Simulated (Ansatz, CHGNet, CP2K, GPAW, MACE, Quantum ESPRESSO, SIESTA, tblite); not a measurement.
# Running random packing of Si31O39C14H16 (at. %) (83 atoms) with CP2K, part 3 of 3

Aim: run random packing of Si31O39C14H16 (at. %) (83 atoms) in CP2K and see how near its forces come to a plane-wave reference, and at what cost.

Program: CP2K 2026.2; the method stands at each step. Banners, paths, timers and routine set-up lines are dropped from the logs unmarked, and long logs keep their key lines alone; longer cuts are marked.

So far. Step 6 (PBE+D3, DZVP-MOLOPT-SR, 600/50 Ry, diagonalisation): Against the first run (4.8 %), the force difference from the reference is 5.4 %, at 1.0 times the CPU time; the model has changed, so this is no error of the program alone. Step 7 (PBE, DZVP-MOLOPT-SR, 210/50 Ry, diagonalisation): Against the first run (4.8 %), the force difference from the reference is 6.2 %, at 0.69 times the CPU time (on 2 against 4 cores): the grid matters here.

## 8. PBE, DZVP-MOLOPT-SR, 840/50 Ry, diagonalisation

Method: Kohn-Sham DFT, PBE, GTH-PBE pseudopotentials, Gaussian and plane waves, DZVP-MOLOPT-SR-GTH, diagonalisation.

The input, input.inp:

```
&GLOBAL
  PROJECT cell
  RUN_TYPE ENERGY_FORCE
  PRINT_LEVEL LOW
&END GLOBAL
&FORCE_EVAL
  METHOD QS
  STRESS_TENSOR ANALYTICAL
  &DFT
    BASIS_SET_FILE_NAME BASIS_MOLOPT
    POTENTIAL_FILE_NAME GTH_POTENTIALS
    &MGRID
      CUTOFF 840
      REL_CUTOFF 50
      NGRIDS 5
    &END MGRID
    &QS
      EPS_DEFAULT 1.0E-12
    &END QS
    &SCF
      SCF_GUESS ATOMIC
      EPS_SCF 1.0E-06
      MAX_SCF 200
      ADDED_MOS 14
      &DIAGONALIZATION
        ALGORITHM STANDARD
      &END DIAGONALIZATION
      &SMEAR ON
        METHOD FERMI_DIRAC
        ELECTRONIC_TEMPERATURE [K] 580
      &END SMEAR
      &MIXING
        METHOD BROYDEN_MIXING
        ALPHA 0.3
        NBROYDEN 8
      &END MIXING
      &PRINT
        &RESTART OFF
        &END RESTART
      &END PRINT
    &END SCF
    &XC
      &XC_FUNCTIONAL PBE
      &END XC_FUNCTIONAL
    &END XC
    &PRINT
      &MULLIKEN ON
      &END MULLIKEN
      &LOWDIN ON
      &END LOWDIN
      &MO ON
        EIGENVALUES T
        OCCUPATION_NUMBERS T
        MO_INDEX_RANGE 168 191
        &EACH
          QS_SCF 0
        &END EACH
        ADD_LAST NUMERIC
      &END MO
    &END PRINT
  &END DFT
  &SUBSYS
    &CELL
      A 10.05190 0.00000 0.00000
      B 0.00000 10.05190 0.00000
      C 0.00000 0.00000 10.05190
    &END CELL
    &COORD
      SCALED
      Si 0.32963 0.68336 0.92186
      Si 0.16151 0.16413 0.59123
      Si 0.90829 0.27986 0.76941
      Si 0.18453 0.52160 0.33826
      Si 0.47877 0.78474 0.20318
      Si 0.82064 0.59675 0.44293
      Si 0.15524 0.95883 0.28654
      Si 0.34309 0.50165 0.48420
      Si 0.10484 0.89241 0.54332
      Si 0.09615 0.50625 0.03552
      Si 0.27630 0.36353 0.22535
      Si 0.25325 0.72929 0.32775
      Si 0.88752 0.08175 0.64462
      Si 0.83321 0.86904 0.75130
      Si 0.19921 0.01114 0.96568
      Si 0.55980 0.96691 0.91073
      Si 0.69277 0.76808 0.28365
      Si 0.09541 0.28824 0.86671
      Si 0.67045 0.14024 0.00985
      Si 0.31331 0.35766 0.77977
[... 59 atom lines left out ...]
      H 0.46595 0.55562 0.84332
      H 0.43974 0.29877 0.51075
      H 0.26192 0.16775 0.32216
      H 0.93087 0.97748 0.31987
    &END COORD
    &KIND Si
      BASIS_SET DZVP-MOLOPT-SR-GTH-q4
      POTENTIAL GTH-PBE-q4
    &END KIND
    &KIND O
      BASIS_SET DZVP-MOLOPT-SR-GTH-q6
      POTENTIAL GTH-PBE-q6
    &END KIND
    &KIND C
      BASIS_SET DZVP-MOLOPT-SR-GTH-q4
      POTENTIAL GTH-PBE-q4
    &END KIND
    &KIND H
      BASIS_SET DZVP-MOLOPT-SR-GTH-q1
      POTENTIAL GTH-PBE-q1
    &END KIND
  &END SUBSYS
  &PRINT
    &FORCES ON
    &END FORCES
    &STRESS_TENSOR ON
    &END STRESS_TENSOR
  &END PRINT
&END FORCE_EVAL
```

Run with:

```
OMP_NUM_THREADS=1 mpirun -np 4 cp2k.psmp -i input.inp > output.txt
```

Numbers of over 12 decimals in the logs are rounded to 6 here.

The log of the run:

```text
CP2K| version string:                                       CP2K version 2026.2
 CP2K| Input file name                                                 input.inp
 GLOBAL| Basis set file name                                        BASIS_MOLOPT
 GLOBAL| Potential file name                                      GTH_POTENTIALS
 GLOBAL| Run type                                                   ENERGY_FORCE
 GLOBAL| Total number of message passing processes                             4
 GLOBAL| Number of threads for this process                                    1
 TOTAL NUMBERS AND MAXIMUM NUMBERS
  Total number of            - Atomic kinds:                                   4
                             - Atoms:                                         83
[... lines left out ...]
                        Smear method:                                FERMI_DIRAC
[... lines left out ...]
 Number of electrons:                                                        357
[... lines left out ...]
  Step     Update method      Time    Convergence         Total energy    Change
[... lines left out ...]
  *** SCF run converged in    54 steps ***
[... lines left out ...]
  Fermi energy:                                                 0.137255
  Total energy:                                              -685.472904
  Total energy (extrapolated to T->0):                       -685.465385
[... lines left out ...]
 MO| E(Fermi):            0.137255 a.u.          3.734906 eV
[... lines left out ...]
       1     Si       1          3.799434                              0.200566
       2     Si       1          3.748092                              0.251908
       3     Si       1          3.659959                              0.340041
[...]
# Total charge                            357.000000                 -0.000000
 !-----------------------------------------------------------------------------!
 LOWDIN POPULATION ANALYSIS
 #  Atom  Element  Kind  Atomic population                           Net charge
[...]
82     H        4          0.882608                              0.117392
      83     H        4          0.926095                              0.073905
 # Total charge                            357.000000                 -0.000000
 ENERGY| Total FORCE_EVAL ( QS ) energy [hartree]           -685.472903
 FORCES| Atomic forces [hartree/bohr]
 FORCES|   Atom     x               y               z               |f|
 FORCES|      1 -3.51858904E-02 -8.64600098E-03 -4.62409802E-02   5.87454549E-02
 FORCES|      2  6.60066599E-02  1.88893853E-02  4.11496340E-03   6.87795097E-02
 FORCES|      3 -6.80859770E-02  2.21942512E-02  4.18277812E-02   8.29327940E-02
[...]
FORCES|     82 -1.21537622E-02 -7.08044266E-03 -1.05044313E-03   1.41049649E-02
 FORCES|     83  5.60186468E-03  1.01856061E-02  5.09454468E-03   1.26918023E-02
 FORCES| Sum    -3.37126012E-04 -1.69879614E-04  2.91318591E-04
 FORCES| Total atomic force                                       4.76843321E-04
 STRESS| Analytical stress tensor [bar]
 STRESS|                        x                   y                   z
 STRESS|      x       -1.55265640724E+05  -2.27598690317E+03   3.00047947618E+04
 STRESS|      y       -2.27598690317E+03  -1.03903897860E+05  -9.37698948786E+01
 STRESS|      z        3.00047947618E+04  -9.37698948786E+01  -1.25347749045E+05
 STRESS| 1/3 Trace                                            -1.28172429210E+05
```

Wall time 3.2 min (4 MPI ranks of Arm Neoverse V2, shared host); peak memory 5.2 GiB.

Compared with the plane-wave run:

```
r.m.s. force component                          : 1.837 eV/Å
r.m.s. difference of force components           : 87.23 meV/Å
longest difference of force vectors             : 345.9 meV/Å
force difference over r.m.s. force              : 4.718 %
slope of forces against the reference's         : 0.9923
correlation of force components                 : 0.9989
pressure                                        : -12.82 GPa
pressure difference                             : -0.3945 GPa
energy less the same-level run's                : 0.1165 meV/atom
r.m.s. force difference from the same-level run : 26.03 meV/Å
```

Against the first run (4.8 %), the force difference from the reference is 4.7 %, at 1.2 times the CPU time: the change moves forces by 26 meV/Å r.m.s., so most of the difference comes from elsewhere.

## 9. Side by side

Differences are against the plane-wave reference, forces as r.m.s. over components; share is that over the reference's r.m.s. force, slope the least-squares factor from reference forces to these. Total energies of different programs have different zeros and aren't compared.

```
                                                          run  Δ force, r.m.s. (meV/Å)  share (%)  slope  Δ pressure (GPa)  cores  CPU time  memory (GiB)
                                                    reference                        -          -      -                 -      4    18 min           3.3
         CP2K PBE, DZVP-MOLOPT-SR, 600/50 Ry, diagonalisation                     89.3       4.83  0.991            -0.390      4    11 min           3.4
 CP2K PBE, SZV-MOLOPT-SR, 600/50 Ry, diagonalisation (coarse)                     1014       54.9  0.926              18.0      1   6.5 min           2.3
            CP2K PBE, TZVP-MOLOPT, 600/50 Ry, diagonalisation                     63.2       3.42  0.979            0.0892      4    43 min           4.3
           CP2K PBE, TZV2P-MOLOPT, 600/50 Ry, diagonalisation                     45.8       2.48  0.986            0.0614      4    49 min           4.7
      CP2K PBE+D3, DZVP-MOLOPT-SR, 600/50 Ry, diagonalisation                     99.3       5.37  0.985             -1.25      4    11 min           3.4
CP2K PBE, DZVP-MOLOPT-SR, 210/50 Ry, diagonalisation (coarse)                      115       6.24  0.993            -0.134      2   7.4 min           0.8
         CP2K PBE, DZVP-MOLOPT-SR, 840/50 Ry, diagonalisation                     87.2       4.72  0.992            -0.395      4    13 min           5.2
```

Rows marked coarse were listed beforehand as settings not expected to be converged; some can still land near the reference.

CPU time is summed over cores on a shared host, where runs went side by side, so it is rough. Symmetry, cutoffs, thresholds, outputs and thread counts weren't matched or tuned between programs; memory under MPI is the largest rank's times the ranks.

Mean charges by element (e), by run and scheme:

```csv
run,scheme,Si,O,C,H
"CP2K PBE, DZVP-MOLOPT-SR, 600/50 Ry, diagonalisation",Mulliken,+0.23,-0.30,+0.07,+0.20
"CP2K PBE, TZVP-MOLOPT, 600/50 Ry, diagonalisation",Mulliken,+0.44,-0.34,-0.14,+0.09
"CP2K PBE, TZV2P-MOLOPT, 600/50 Ry, diagonalisation",Mulliken,+0.44,-0.34,-0.15,+0.08
"CP2K PBE+D3, DZVP-MOLOPT-SR, 600/50 Ry, diagonalisation",Mulliken,+0.23,-0.30,+0.07,+0.20
"CP2K PBE, DZVP-MOLOPT-SR, 840/50 Ry, diagonalisation",Mulliken,+0.23,-0.30,+0.07,+0.20
```

Within one program, basis, potentials and functional, energies share a zero. Each run against its twin at the usual cutoff or grid and solver:

```csv
run,twin,Δ energy (meV/atom),"Δ force, r.m.s. (meV/Å)",CPU time over the twin's
"CP2K PBE, DZVP-MOLOPT-SR, 210/50 Ry, diagonalisation","DZVP-MOLOPT-SR, 600/50 Ry, diagonalisation",-6.49,81.2,0.69 (this twin ran on 4 cores)
"CP2K PBE, DZVP-MOLOPT-SR, 840/50 Ry, diagonalisation","DZVP-MOLOPT-SR, 600/50 Ry, diagonalisation",0.117,26.0,1.2
```

Further runs of this program without a result: CP2K GFN1-xTB, diagonalisation (not converged).

## 10. What came out

| Quantity | Value |
| --- | --- |
| nearest in forces | CP2K PBE, TZV2P-MOLOPT, 600/50 Ry, diagonalisation, 2.5 % |
| its CPU time | 49 min |

**Reading.** The PBE runs in local orbitals, coarse settings apart, differ by 2.5 % (CP2K PBE, TZV2P-MOLOPT, 600/50 Ry, diagonalisation) to 4.8 % (CP2K PBE, DZVP-MOLOPT-SR, 600/50 Ry, diagonalisation); basis, grid and potentials can all enter. Rows with another functional or a dispersion term differ by 5.4 % (CP2K PBE+D3, DZVP-MOLOPT-SR, 600/50 Ry, diagonalisation), which mixes the change of model with differences of basis and potentials. Runs with settings chosen to be coarse differ by 6.2 % (CP2K PBE, DZVP-MOLOPT-SR, 210/50 Ry, diagonalisation) to 55 % (CP2K PBE, SZV-MOLOPT-SR, 600/50 Ry, diagonalisation), their programs' other errors included. Of the electronic-structure runs that take under half the reference's CPU time, CP2K PBE, DZVP-MOLOPT-SR, 210/50 Ry, diagonalisation comes nearest, at 6.2 % in 7.4 min against 18 min. In pressure, CP2K PBE, SZV-MOLOPT-SR, 600/50 Ry, diagonalisation misses by +18.0 GPa, at the same functional. Charges hang on program or settings: among these rows the mean for C runs from -0.15 to +0.07 e, even in sign. The reference's pressure holds the uncorrected Pulay stress of its 60 Ry basis, so small pressure differences, and their order, may be the reference's own error. The electron count is odd in these runs, and they have no spin polarisation, so the unpaired electron is spread evenly over both spins. The reference's stress is far from hydrostatic: its diagonal is -15.2, -9.8, -12.3 GPa, compression counted positive. The reference's pressure of -12 GPa belongs to a cell and atoms that aren't relaxed at this level. The electronic-structure runs sample only Γ, in a cell whose shortest periodic width is 10 Å, which is coarse for a cell with partly filled levels.

[Also dropped from logs without a mark: logging warnings of Python, and SIESTA's first energy breakdown and zero terms.]

[Logs are printed without paths, hosts, clocks, repeated set-up lines and the standing remarks that a program may print on its own settings, such as how far it seeks lower states.]

[Hosts, paths, dates, database ids (printed as entryN), source tags and the programs' standing remarks are cut or masked in the printed files.]
